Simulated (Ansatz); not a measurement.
# Optical response of TiO2 (Anatase), part 2 of 3

What colour and refractive index does TiO2 (Anatase) have at this level of theory?

Ansatz 0.2.0; DFT, PBE, plane-wave PAW, default files, scalar-relativistic, independent-particle optical response without local fields.

So far. Step 2 (Ground state and bands): There is a gap, 2.14 eV on the path, so no carriers' term is needed. The cell is left with a pressure of 5.2 GPa and forces up to 0.10 eV/Å, as it stands unrelaxed at this level.

## (3) Spectrum

With the density converged, the vertical transitions are summed over the zone.

This step: DFT, PBE, plane-wave PAW, default files, scalar-relativistic, independent-particle optical response without local fields (Ansatz 0.2.0).

input.yaml

```yaml
crystal:
  lattice:
    - [-1.8921, 1.8921, 4.7573]
    - [1.8921, -1.8921, 4.7573]
    - [1.8921, 1.8921, -4.7573]
  atoms:
    - { symbol: Ti, position: [0.75, 0.25, 0.5] }
    - { symbol: Ti, position: [0.0, 0.0, 0.0] }
    - { symbol: O, position: [0.7919, 0.7919, 0.0] }
    - { symbol: O, position: [0.5419, 0.0419, 0.5] }
    - { symbol: O, position: [0.9581, 0.4581, 0.5] }
    - { symbol: O, position: [0.2081, 0.2081, 0.0] }
kpoints:
  mp_grid: { grid: [8, 8, 8] }
scf:
  occupations: { method: fixed }
hamiltonian:
  xc: pbe
  pseudopotentials: { kind: paw }
output:
  optics:
    e_range: [0, 20]
    de: 0.05
    sigma: 0.15
    nscf_kmesh: { grid: [8, 8, 8] }
    bands: { spectra_wanted_up_to: 20 }
```

On the command line:

```console
> ansatz run input.yaml --threads 4 --pin off --max-ram 8192MiB --backend cpu --events-out ev --progress --plain --runs-dir out
```

Numbers of over 12 decimals in the logs are rounded to 6 here.

Output:

```text
basis.fft_grid_basis auto: the FFT boxes are laid along the combinations [[1, 0, 1], [0, 1, 1], [0, 0, 1]] of the cell's own vectors, 3.784, 3.784 and 5.458 Å long. The dense box has 27×27×40 points. Along the cell's own vectors, as sized, it would have 40×40×40, 2.19 times as many. Of the 16 symmetry operations that the crystal satisfies within crystal.symmetry.tolerance (time reversal apart; of a slab, those that k [...]
[...]
Crystal: 6 atoms, lattice volume = 68.125 Å³
Basis set: ecut = 420 eV, 1315 PW (Γ), FFT grids on a1+a3, a2+a3, a3
Bands: 30, of which v1, the nominal top of the filled ones, is band 24 counted from 1 (23 counted from 0)
Symmetry: 16 space group operations
[...]
k-points: 59 of 512
[...]
SCF iter   1: F=—  HF=-7277.469290 eV  |F-HF|=—  |Δ(HF+E_count)|=         —  Δρ=3.45e-3  dr2=3.19e-3  ethr=1.77e-3  ⟨swp⟩=3.7  Hψ=6558  notcnv=0  defer=135
[...]
SCF iter   9: F=-7277.470955 eV  HF=-7277.470955 eV  |F-HF|=1.82e-12  |Δ(HF+E_count)|=  5.09e-11  Δρ=2.38e-8  dr2=9.73e-14  ethr=1.00e-12  ⟨swp⟩=8.6  Hψ=5228  notcnv=0
SCF 1 converged in 9 iterations: F = -7277.470955 eV  dr2 = 9.73e-14
[...]
NSCF: frozen V_eff on 59 k-points
[...]
output.optics: what the bands over the 59 summed would add to eps1, eps2 and the energy-loss function is held between a lower and an upper bound (8 Lanczos steps). eps1, eps2 and their loss function (loss_summed_bands) are given on every row as the summed bands alone make them. Along an axis, on a row where the two bounds hold the loss function to about 1 % of the greater of itself and 0.5 % of |1/eps|, its cell (loss_completed) is given, with the completed eps1 and eps2 that it is formed of (a cell that is left empty reads nan in the table and null in the record). The two bounds hold it so along every axis on all 401 rows up to 20.000 eV. [rest of the remark cut]
SCF converged after 9 iterations
Free energy (F): -7277.470955 eV
[...]
Internal energy: -7277.470955 eV  (E = F + TS)
E sigma→0 (E₀):  -7277.470955 eV
Fermi energy:    7.292432 eV
[...]
--- Band table (eV; the first three rows and the last of 59) ---
  k-point 0: bands = [... 20 lower, 6.5768, 6.5768, 6.8602, 6.8602, 9.4570, 10.1978, 11.3380, 11.3380, ... 2 higher]
  k-point 1: bands = [... 20 lower, 6.2459, 6.2518, 6.6209, 7.0270, 10.0698, 10.2789, 10.7822, 11.1137, ... 2 higher]
  k-point 2: bands = [... 20 lower, 5.4958, 6.3712, 6.7340, 7.0823, 10.3252, 10.4758, 10.8549, 11.0811, ... 2 higher]
  k-point 58: bands = [... 20 lower, 6.0736, 6.0736, 7.2096, 7.2096, 9.8145, 9.8145, 11.1182, 11.1182, ... 2 higher]
```

Wall time 25 s (4 threads of Arm Neoverse V2, shared host); peak memory 1.3 GiB; 97 s of CPU time.

Numbers from this step:

* electronic dielectric constant ε∞, mean over x, y and z (by symmetry where fewer were run): 6.805
* absorption onset, first axis (α over 10⁴ cm⁻¹, or the direct gap if that lies higher): 2.463 eV
* main peak of Im epsilon, first axis: 3.802 eV
* photocurrent from vertical transitions in a film 500 nm thick on a perfect mirror (two passes), AM1.5G, no front reflection, all carriers collected: 6.654 mA/cm²
* least direct gap on the mesh: 2.463 eV
* bands summed: 59
* spectra valid up to: 30.36 eV
* program's estimate of the k-sum error in Im epsilon: 0.04 %
* electrons in the f-sum: 27.82

The Im ε has structure finer than the step of the table below, so its rows give means over 0.5 eV, whole bins alone (the curve runs from 0 to 20 eV). Peaks (eV: height): E ∥ x or y 3.80: 10.8, 4.95: 9.35, 6.95: 7.74, 9.15: 3.42; E ∥ z 3.40: 10.6, 4.25: 10.9, 7.35: 14.1, 9.00: 5.99.

Im ε against photon energy; means over each step:

```
photon energy (eV)  E ∥ x or y    E ∥ z
               1.5           0        0
               2.0     0.00210        0
               2.5        1.31  0.00671
               3.0        3.24     1.38
               3.5        6.96     8.87
               4.0        10.5     7.73
               4.5        8.40     7.36
               5.0        9.07     3.71
               5.5        5.75     3.47
               6.0        3.86     4.01
               6.5        5.04     5.20
               7.0        7.09     8.98
               7.5        5.67     13.0
               8.0        4.55     7.49
               8.5        2.46     3.91
               9.0        2.90     5.41
               9.5        2.22     3.06
              10.0        1.58     1.57
              10.5        1.36    0.965
              11.0        1.22    0.565
              11.5        1.10    0.361
              12.0        1.26    0.524
              12.5        1.09    0.456
              13.0       0.964    0.554
              13.5        1.02     1.06
              14.0       0.984     1.18
              14.5       0.986     1.20
              15.0        1.04     1.33
              15.5        1.21    0.911
              16.0        1.12    0.903
              16.5        1.26    0.939
              17.0        1.14     1.02
              17.5        1.12     1.07
              18.0       0.948    0.877
              18.5       0.973     1.01
              19.0        1.13    0.965
              19.5        1.43     1.43
```

The Re ε by photon energy:

```
photon energy (eV)  E ∥ x or y   E ∥ z
               0.0        6.93    6.56
               0.5        6.99    6.61
               1.0        7.21    6.78
               1.5        7.63    7.10
               2.0        8.48    7.66
               2.5        10.9    8.76
               3.0        10.4    12.3
               3.5        12.5    7.74
               4.0        6.80    7.94
               4.5        3.88    1.39
               5.0        2.29    2.62
               5.5      -0.802    4.54
               6.0        1.81    4.13
               6.5        2.98    7.78
               7.0       0.905    7.60
               7.5      -0.586  -0.129
               8.0       -1.78   -3.59
               8.5       -1.31   -2.33
               9.0       0.153   -1.68
               9.5       -1.13   -3.47
              10.0      -0.384   -2.34
              10.5      -0.104   -1.59
              11.0       0.127  -0.827
              11.5       0.436  -0.274
              12.0       0.618   0.319
              12.5       0.538   0.533
              13.0       0.692   0.961
              13.5       0.853    1.22
              14.0       0.873   0.873
              14.5        1.02    1.06
              15.0        1.12   0.495
              15.5        1.15   0.805
              16.0        1.03   0.732
              16.5        1.06    1.04
              17.0       0.932   0.971
              17.5       0.924    1.01
              18.0        1.00   0.856
              18.5        1.19    1.15
              19.0        1.36    1.23
              19.5        1.08    1.24
              20.0        1.02   0.508
```

The loss function −Im 1/ε at q → 0 has structure finer than the step of the table below, so its rows give means over 0.5 eV, whole bins alone (the curve runs from 0 to 20 eV). Peaks (eV: height): E ∥ x or y 5.75: 0.252, 8.70: 0.459, 11.20: 0.842, 12.40: 0.754, 17.70: 0.559; E ∥ z 11.65: 3.17, 15.25: 0.832.

The loss function −Im 1/ε at q → 0 by energy loss; means over each step:

```
energy loss (eV)  E ∥ x or y    E ∥ z
             2.0      2.5e-5        0
             2.5      0.0109   7.7e-5
             3.0      0.0262  0.00570
             3.5      0.0353   0.0585
             4.0      0.0674   0.0683
             4.5      0.0979    0.133
             5.0       0.103    0.168
             5.5       0.183    0.105
             6.0       0.212    0.104
             6.5       0.146   0.0644
             7.0       0.134   0.0673
             7.5       0.175   0.0734
             8.0       0.194    0.107
             8.5       0.341    0.196
             9.0       0.349    0.164
             9.5       0.381    0.146
            10.0       0.594    0.201
            10.5       0.732    0.284
            11.0       0.807    0.570
            11.5       0.783     1.94
            12.0       0.653     1.56
            12.5       0.738     1.01
            13.0       0.676    0.457
            13.5       0.573    0.412
            14.0       0.556    0.539
            14.5       0.486    0.486
            15.0       0.444    0.647
            15.5       0.445    0.660
            16.0       0.474    0.617
            16.5       0.468    0.489
            17.0       0.518    0.509
            17.5       0.529    0.512
            18.0       0.500    0.554
            18.5       0.414    0.448
            19.0       0.367    0.412
            19.5       0.431    0.405
```

Table of refractive index n and extinction k by photon energy:

```
photon energy (eV)  n, E ∥ x or y  k, E ∥ x or y  n, E ∥ z  k, E ∥ z
                 0           2.63              0      2.56         0
                 1           2.68              0      2.60         0
                 2           2.91              0      2.77         0
                 3           3.27          0.478      3.51    0.0433
                 4           3.09           1.65      3.03      1.13
                 5           2.44           1.91      1.86     0.913
                 6           1.74           1.10      2.25     0.965
                 7           2.06           1.83      3.06      1.33
                 8           1.25           1.83      1.51      2.42
                 9           1.25           1.18      1.51      1.99
                10          0.789           1.00     0.475      1.60
                11          0.823          0.742     0.290     0.954
                12           1.02          0.652     0.704     0.421
                13          0.965          0.489      1.01     0.257
                14           1.05          0.469      1.08     0.539
                15           1.15          0.448     0.991     0.699
                16           1.12          0.477     0.969     0.455
                17           1.09          0.510      1.09     0.465
                18           1.09          0.431      1.01     0.404
                19           1.24          0.436      1.18     0.385
                20           1.15          0.549     0.959     0.642
```

The reflectivity at normal incidence has structure finer than the step of the table below, so its rows give means over 0.5 eV, whole bins alone (the curve runs from 0 to 20 eV). Peaks (eV: height): E ∥ x or y 3.75: 37.9, 5.30: 39.3, 8.35: 42.7, 9.40: 36.8; E ∥ z 3.35: 38.8, 4.30: 38.4, 8.35: 53.9, 10.70: 60.8, 15.00: 11.0.

The reflectivity at normal incidence by photon energy; means over each step:

```
photon energy (eV)  E ∥ x or y (%)  E ∥ z (%)
               0.5            20.4       19.4
               1.0            20.9       19.8
               1.5            22.0       20.6
               2.0            24.0       22.0
               2.5            28.2       24.6
               3.0            29.5       31.6
               3.5            34.8       35.2
               4.0            37.1       32.0
               4.5            33.3       32.0
               5.0            36.9       19.3
               5.5            34.3       19.5
               6.0            20.7       21.4
               6.5            23.9       27.0
               7.0            33.7       34.1
               7.5            35.3       47.5
               8.0            39.8       51.3
               8.5            35.9       44.0
               9.0            24.7       41.4
               9.5            34.7       57.3
              10.0            25.4       59.3
              10.5            19.5       59.1
              11.0            14.6       54.9
              11.5            9.72       39.5
              12.0            9.26       9.93
              12.5            8.50       4.71
              13.0            6.00       1.92
              13.5            5.42       4.79
              14.0            4.98       6.46
              14.5            4.52       6.18
              15.0            4.71       9.91
              15.5            5.92       5.33
              16.0            5.43       4.89
              16.5            6.53       4.22
              17.0            5.94       4.90
              17.5            5.83       5.37
              18.0            4.35       4.31
              18.5            4.15       4.57
              19.0            5.07       4.14
              19.5            7.48       7.43
```

At chosen wavelengths:

```
wavelength (nm)  n xy   k xy  R (%) xy     1/α xy   n z    k z  R (%) z      1/α z
           1064  2.71  0.000      21.2  over 1 mm  2.62  0.000     20.0  over 1 mm
            800  2.77  0.000      22.1  over 1 mm  2.67  0.000     20.7  over 1 mm
            633  2.89  0.000      23.7  over 1 mm  2.76  0.000     21.9  over 1 mm
            450  3.26  0.440      28.9      81 nm  3.14  0.004     26.7     8.0 µm
            405  3.30  0.491      29.5      66 nm  3.68  0.120     32.8     269 nm
            308  3.07  1.664      36.5      15 nm  3.07  1.172     31.6      21 nm
            248  2.44  1.914      37.0      10 nm  1.86  0.914     17.5      22 nm
```

Rows near the edge hang on the gap, which this functional as a rule makes too small, and phonon-assisted absorption is left out.

A film 1 µm thick would pass 50 % of daylight and look yellow in transmission (x = 0.419, y = 0.425). A larger true gap would move the edge to shorter wavelengths and change the colour.

At 1064 nm the birefringence n(z) − n(x) is -0.086: the crystal is uniaxial negative at this level.

The f-sum over the summed bands holds 27.8 of the cell's 48 electrons outside the frozen cores. Up to 20 eV the strength has a mean oscillator energy of 6.8 eV, well above the main peak, so higher transitions carry much of it.

[end of part 2 of 3]

[Logs are printed without paths, hosts, clocks, repeated set-up lines and the standing remarks that a program may print on its own settings, such as how far it seeks lower states.]

[Hosts, paths, dates, database ids (printed as entryN), source tags and the programs' standing remarks are cut or masked in the printed files.]
